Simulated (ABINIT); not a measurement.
# Quasiparticle gap of NaLiICl (P4/mmm) in ABINIT, part 3 of 3

Aim: the G0W0 gap of NaLiICl (P4/mmm) on PBEsol with spin-orbit coupling, step by step.

ABINIT 10.8.3; PBEsol and many-body steps on it, plane waves. Known limits of the many-body steps: not at the basis limit; screening head approximate; coarse k mesh.

So far. Step 4 (Empty states on the mesh, 2×2×2 mesh, 140 bands): On this mesh the gap is 3.902 eV. Step 5 (Screening, 2×2×2 mesh, 128 bands, screening to 98 eV): Local fields lower ε∞ by 16 %. On a Γ-centred mesh this coarse the value itself is usually too large, while a short band sum pulls it down.

## (6) Self-energy, 2×2×2 mesh, 128 bands, screening to 98 eV

The self-energy is evaluated for the states that the input lists, and the levels follow from it, in one-shot runs by the linearised quasiparticle equation.

This step: G0W0 on PBEsol with spin-orbit coupling, plane waves, norm-conserving pseudopotentials.

The input, run.abi:

```
acell 3*1.0 Angstrom
rprim 
  4.091636000000 0.000000000000 0.000000000000
  0.000000000000 4.091636000000 0.000000000000
  0.000000000000 0.000000000000 6.215344000000
ntypat 4
znucl 11 3 53 17
natom 4
typat 1 2 3 4
xred 
  0.500000000000 0.500000000000 0.500000000000
  0.000000000000 0.000000000000 0.000000000000
  0.500000000000 0.500000000000 0.000000000000
  0.000000000000 0.000000000000 0.500000000000
pp_dirpath "pseudos"
pseudos "Na.upf, Li.upf, I.upf, Cl.upf"
ecut 38
nspinor 2
ngkpt 2 2 2
nshiftk 1
shiftk 0 0 0
kptopt 1
chksymbreak 0
istwfk *1
occopt 1
irdwfk 1
optdriver 4
nband 128
gwcalctyp 0
ecutsigx 38
symsigma 0
nkptgw 2
kptgw 
  0.5000000000 0.0000000000 0.5000000000
  0.0000000000 0.0000000000 0.0000000000
bdgw 
  23 30
  23 30
ecuteps 3.6
irdscr 1
ppmodel 1
indata_prefix "in"
outdata_prefix "out"
tmpdata_prefix "tmp"
```

The run is started by

```
$ OMP_NUM_THREADS=1 mpirun -n 4 abinit run.abi > log
```

Numbers of over 12 decimals in the logs are rounded to 6 here.

The log of the run:

```text
.Version 10.8.3 of ABINIT. v10.8.2 released Aug 2026.

 Symmetries : space group P4/m m m (#123); Bravais tP (primitive tetrag.)
[... echo of the input left out ...]
== DATASET  1 ==================================================================
-   mpi_nproc: 4, omp_nthreads: 1 (-1 if OMP is not activated)

--- !DatasetInfo
iteration_state: {dtset: 1, }
dimensions: {natom: 4, nkpt: 6, mband: 128, nsppol: 1, nspinor: 2, nspden: 1, mpw: 7872, }
cutoff_energies: {ecut:  38.0, pawecutdg:  -1.0, }
electrons: {nelect:   2.60000000E+01, charge:   0.00000000E+00, occopt:   1.00000000E+00, tsmear:   1.00000000E-02, }

 SIGMA: Calculation of the GW corrections

 Based on a program developped by R.W. Godby, V. Olevano, G. Onida, and L. Reining.
 Incorporated in ABINIT by V. Olevano, G.-M. Rignanese, and M. Torrent.
.Using double precision arithmetic ; gwpc =  8

[... cell and pseudopotentials left out ...]
--------------------------------------------------------------------------------

 ==== K-mesh for the wavefunctions ====
 Number of points in the irreducible wedge :     6
[... list of points left out ...]
 Together with 16 symmetry operations and time-reversal symmetry
 yields     8 points in the full Brillouin Zone.

 ==== Q-mesh for screening function ====
 Number of points in the irreducible wedge :     6
[... list of points left out ...]
 Together with 16 symmetry operations and time-reversal symmetry
 yields     8 points in the full Brillouin Zone.

 vcoul_init : cutoff-mode = AUXILIARY_FUNCTION
 q-points for optical limit:   1
     1)      0.000010    0.000020    0.000030
 setmesh: FFT mesh size selected  =    45x   45x   72
          total number of points  =       145800

 Number of electrons calculated from density =   26.0000; Expected =   26.0000
 average of density, n =  0.037027
 r_s =    1.8612
 omega_plasma =   18.5616 [eV]

 === KS Band Gaps ===
  >>>> For spin  1
   Minimum direct gap =   4.0330 [eV], located at k-point      :   0.0000  0.0000  0.0000
   Fundamental gap    =   3.9018 [eV], Top of valence bands at :   0.5000  0.0000  0.5000
                                       Bottom of conduction at :   0.0000  0.0000  0.0000
 SIGMA fundamental parameters:
 PLASMON POLE MODEL  1
 number of plane-waves for SigmaX                 7837
 number of plane-waves for SigmaC and W            231
 number of plane-waves for wavefunctions          7837
 number of bands                                   128
 number of independent spin polarizations            1
 number of spinorial components                      2
 number of k-points in IBZ                           6
 number of q-points in IBZ                           6
 number of symmetry operations                      16
 number of k-points in BZ                            8
 number of q-points in BZ                            8
 number of frequencies for dSigma/dE                 9
 frequency step for dSigma/dE [eV]                0.25
 number of omega for Sigma on real axis              0
 max omega for Sigma on real axis  [eV]           0.00
 zcut for avoiding poles [eV]                     0.10

 EPSILON^-1 parameters (SCR file):
 dimension of the eps^-1 matrix on file            231
 dimension of the eps^-1 matrix used               231
 number of plane-waves for wavefunctions          7837
 number of bands                                   128
 number of q-points in IBZ                           6
 number of frequencies                               2
 number of real frequencies                          1
 number of imag frequencies                          1

 matrix elements of self-energy operator (all in [eV])

 Perturbative Calculation

--- !SelfEnergy_ee
iteration_state: {dtset: 1, }
kpoint     : [   0.500,    0.000,    0.500, ]
spin       : 1
KS_gap     :    4.561
QP_gap     :    6.377
Delta_QP_KS:    1.816
data: !SigmaeeData |
     Band     E0 <VxcDFT>   SigX SigC(E0)      Z dSigC/dE  Sig(E)    E-E0       E
       23  -0.361 -12.226 -15.434   2.124   0.808  -0.237 -13.102  -0.876  -1.237
       24  -0.361 -12.226 -15.434   2.124   0.808  -0.237 -13.102  -0.876  -1.237
       25   0.341 -11.427 -14.259   1.859   0.817  -0.225 -12.221  -0.795  -0.453
       26   0.341 -11.427 -14.259   1.859   0.817  -0.225 -12.221  -0.795  -0.453
       27   4.903  -7.164  -3.182  -2.773   0.845  -0.183  -6.143   1.022   5.924
       28   4.903  -7.164  -3.182  -2.773   0.845  -0.183  -6.143   1.022   5.924
       29   5.627  -7.526  -3.090  -2.923   0.841  -0.189  -6.254   1.272   6.899
       30   5.627  -7.526  -3.090  -2.923   0.841  -0.189  -6.254   1.272   6.899

--- !SelfEnergy_ee
iteration_state: {dtset: 1, }
kpoint     : [   0.000,    0.000,    0.000, ]
spin       : 1
KS_gap     :    4.033
QP_gap     :    6.013
Delta_QP_KS:    1.980
data: !SigmaeeData |
     Band     E0 <VxcDFT>   SigX SigC(E0)      Z dSigC/dE  Sig(E)    E-E0       E
       23   0.126 -12.358 -15.391   2.036   0.810  -0.234 -13.165  -0.807  -0.682
       24   0.126 -12.358 -15.391   2.036   0.810  -0.234 -13.165  -0.807  -0.682
       25   0.210 -11.542 -14.465   1.895   0.815  -0.228 -12.379  -0.837  -0.627
       26   0.210 -11.542 -14.465   1.895   0.815  -0.228 -12.379  -0.837  -0.627
       27   4.243  -7.876  -3.679  -2.846   0.846  -0.183  -6.734   1.143   5.386
       28   4.243  -7.876  -3.679  -2.846   0.846  -0.183  -6.734   1.143   5.386
       29   5.584  -8.166  -3.766  -2.870   0.841  -0.189  -6.879   1.287   6.871
       30   5.584  -8.166  -3.766  -2.870   0.841  -0.189  -6.879   1.287   6.871

== END DATASET(S) ==============================================================
================================================================================

 -outvars: echo values of variables after computation  --------
           etotal      0.0000000000E+00
            nband         128
             nkpt           6
          spgroup         123
 [... the other variables as echoed above ...]

 Calculation completed.
```

Run time: 93 s. Hardware: 4 MPI ranks of AMD EPYC 7571, shared host; peak memory 1.8 GiB; 6.2 min of CPU time.

This step gave:

```
G0W0 gap on the points computed              : 5.839 eV
starting gap on the mesh                     : 3.902 eV
k of the valence top                         : 0.5, 0, 0.5
k of the conduction bottom                   : 0, 0, 0
Z at the valence top                         : 0.817
Z at the conduction bottom                   : 0.846
least direct G0W0 gap on the computed points : 6.013 eV
```

The gap on the mesh goes from 3.90 eV to 5.84 eV, a correction of +1.94 eV.

Limits: finite bands, cutoff and mesh; screening head approximate; coarse k mesh. v1 is the top filled band, c1 the lowest empty one. Levels before and after the correction, in eV, zero at the valence-band top of each column:

|  | conduction bottom | valence top |
| --- | --- | --- |
| Kohn-Sham | 3.90 | 0.00 |
| G0W0 | 5.84 | 0.00 |

|  | level | energy (eV) |
| --- | --- | --- |
| Kohn-Sham | (0.5 0 0.5) v3 | -0.703 |
| Kohn-Sham | (0.5 0 0.5) v2-v1 | 0.000 |
| Kohn-Sham | (0.5 0 0.5) c1-c2 | 4.561 |
| Kohn-Sham | (0.5 0 0.5) c3 | 5.286 |
| Kohn-Sham | Γ v3 | -0.216 |
| Kohn-Sham | Γ v2-v1 | -0.131 |
| Kohn-Sham | Γ c1-c2 | 3.902 |
| Kohn-Sham | Γ c3 | 5.243 |
| G0W0 | (0.5 0 0.5) v3 | -0.784 |
| G0W0 | (0.5 0 0.5) v2-v1 | 0.000 |
| G0W0 | (0.5 0 0.5) c1-c2 | 6.377 |
| G0W0 | (0.5 0 0.5) c3 | 7.352 |
| G0W0 | Γ v3 | -0.229 |
| G0W0 | Γ v2-v1 | -0.174 |
| G0W0 | Γ c1-c2 | 5.839 |
| G0W0 | Γ c3 | 7.324 |

## (7) Where the time went

Times are wall times on 4 MPI ranks of AMD EPYC 7571, shared host, good to a factor of about two.

```
                          step     time  share  memory (GiB)
                  ground state  7.1 min   24 %          0.62
bands along the symmetry lines  6.5 min   22 %          0.76
      empty states on the mesh  9.7 min   33 %          0.57
                     screening  4.3 min   15 %           2.1
                   self-energy     93 s    5 %           1.8
```

## (8) Outcome

```json
{
 "PBEsol gap": "3.90 eV, indirect",
 "G0W0 gap on the mesh": "5.84 eV",
 "GW settings": "2×2×2 mesh, 128 bands, screening to 98 eV, Godby-Needs plasmon pole",
 "known limits": "not at the basis limit; screening head approximate; coarse k mesh"
}
```

G0W0 moves the gap on the mesh from 3.90 eV to 5.84 eV (+1.94 eV), with Z of 0.82 and 0.85 at the edges. Local fields lower the RPA ε∞ on this mesh from 4.27 to 3.59; a Γ-centred mesh this coarse tends to raise both, most where the direct gap is narrow, while a short band sum lowers them. Only 2 of the mesh's irreducible points were corrected, so a valley elsewhere could overtake. Bands and cutoff are finite, so the gap is not at the basis limit. The miss can reach some tenths of an eV and take either sign; the mesh is an error of its own. In the G0W0 run levels were corrected at 2 k points alone, so a gap called «on the mesh» is the least over those, and an edge elsewhere would be missed. The 2×2×2 mesh is coarse for this cell, which bears on the long-range parts of exchange and screening. The long-wavelength limit of the screening leaves out the non-local commutator, which shifts ε∞.

[Paths, hosts, dates, memory and timing lines, banners, echoed tables and standing remarks are left out of the program output.]

[Logs are printed without paths, hosts, clocks, repeated set-up lines and the standing remarks that a program may print on its own settings, such as how far it seeks lower states.]

[Runs of the session that timed out or met a known fault of the program may be left out.]

[Hosts, paths, dates, database ids (printed as entryN), source tags and the programs' standing remarks are cut or masked in the printed files.]

[G0W0 gaps are taken among the corrected bands and points alone; a level outside them can change the order at an edge.]

[Where Ansatz stands beside ABINIT at settings called matched, ABINIT's density can come from a denser mesh and the files from another edition; pairs whose starting gaps differed by over 0.03 eV were left out, so agreement reads better than it is.]
